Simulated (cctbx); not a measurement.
# Lattice, Laue class and space group of a new crystal

Cell: a = 6.3890 Å, b = 6.3890 Å, c = 17.9070 Å, α = 90.00°, β = 90.00°, γ = 120.00°. Expected content of the cell: Ag6 Nb3 Cl15 O3.

Simulated single-crystal data (cctbx): Cu Kα, λ = 1.54184 Å, to d = 0.8 Å, 95 % of the full sphere, strongest reflection 70000 counts, noise from counting, a 6 % proportional error and a noise floor of 8 counts (s.d.); no absorption.

A first pass over the reflections prints:

```text
4877 reflections to d = 0.801 A
centring   violations  <I/sigma> of those
    A       2352 of  2424     11.9
    B       2352 of  2434     11.9
    C       2388 of  2476     12.0
    I       2356 of  2433     11.9
    R       3116 of  3244     11.7
    F       3546 of  3667     12.0
Laue class    unique    Rint  (classes that these axes allow; Friedel mates merged)
P -1             2562   0.038
P 1 1 2/m        1336   0.220
P -3              871   0.048
P -3 1 m          505   0.050
P -3 m 1          558   0.222
P 6/m             460   0.223
P 6/m m m         326   0.223
space group    extra absences  I>4sigma  <I/sigma>
P 3 1 2                 0          0         -  acentric
P 31 1 2               26          0      -0.1  acentric
P 32 1 2               26          0      -0.1  acentric
P 3 1 m                 0          0         -  acentric
P -3 1 m                0          0         -  centric
Wilson B = 0.57 A^2   <|E^2-1|> = 1.191 (0.968 centric, 0.736 acentric)   E^2>4: 4.6 %
shell (A)         n   <I/sigma>
17.91 - 1.60     72     27.3
 1.60 - 1.27     66     30.8
 1.27 - 1.11     64     33.9
 1.11 - 1.01     64     32.8
 1.01 - 0.94     66     33.5
 0.94 - 0.88     55     33.7
 0.88 - 0.84     64     35.4
 0.84 - 0.80     54     34.9
```

**Question.** What are the lattice type, the Laue class and the likely space group?

Every centring test has many violations, so the lattice is primitive.

Rint stays low (0.038 to 0.050) up to P -3 1 m and is 0.220 or more in the other classes.

5 settings pass the absence test. The most absences obeyed, 26, belong to P 31 1 2 and P 32 1 2, which absences can't tell apart.

⟨|E²−1|⟩ = 1.191 is above even the centric ideal, a mark of pseudo-translation (a class of systematically weak reflections). It says nothing here on a centre of symmetry. The Wilson B of 0.57 Å² means U ≈ 0.0072 Å².

The true group is P3_1 (no. 144), Laue class -3, non-centrosymmetric. It isn't in the list: the twinning raises the apparent Laue symmetry.

The crystal is twinned by the law (0 -1 0 -1 0 0 0 0 -1) with a minor fraction of 0.47; Rint in the higher class falls towards the noise as the fraction nears 1/2.

This is a model crystal, built by substitution and not relaxed, with assumed displacement parameters.

[Logs are printed without paths, hosts, clocks, repeated set-up lines and the standing remarks that a program may print on its own settings, such as how far it seeks lower states.]
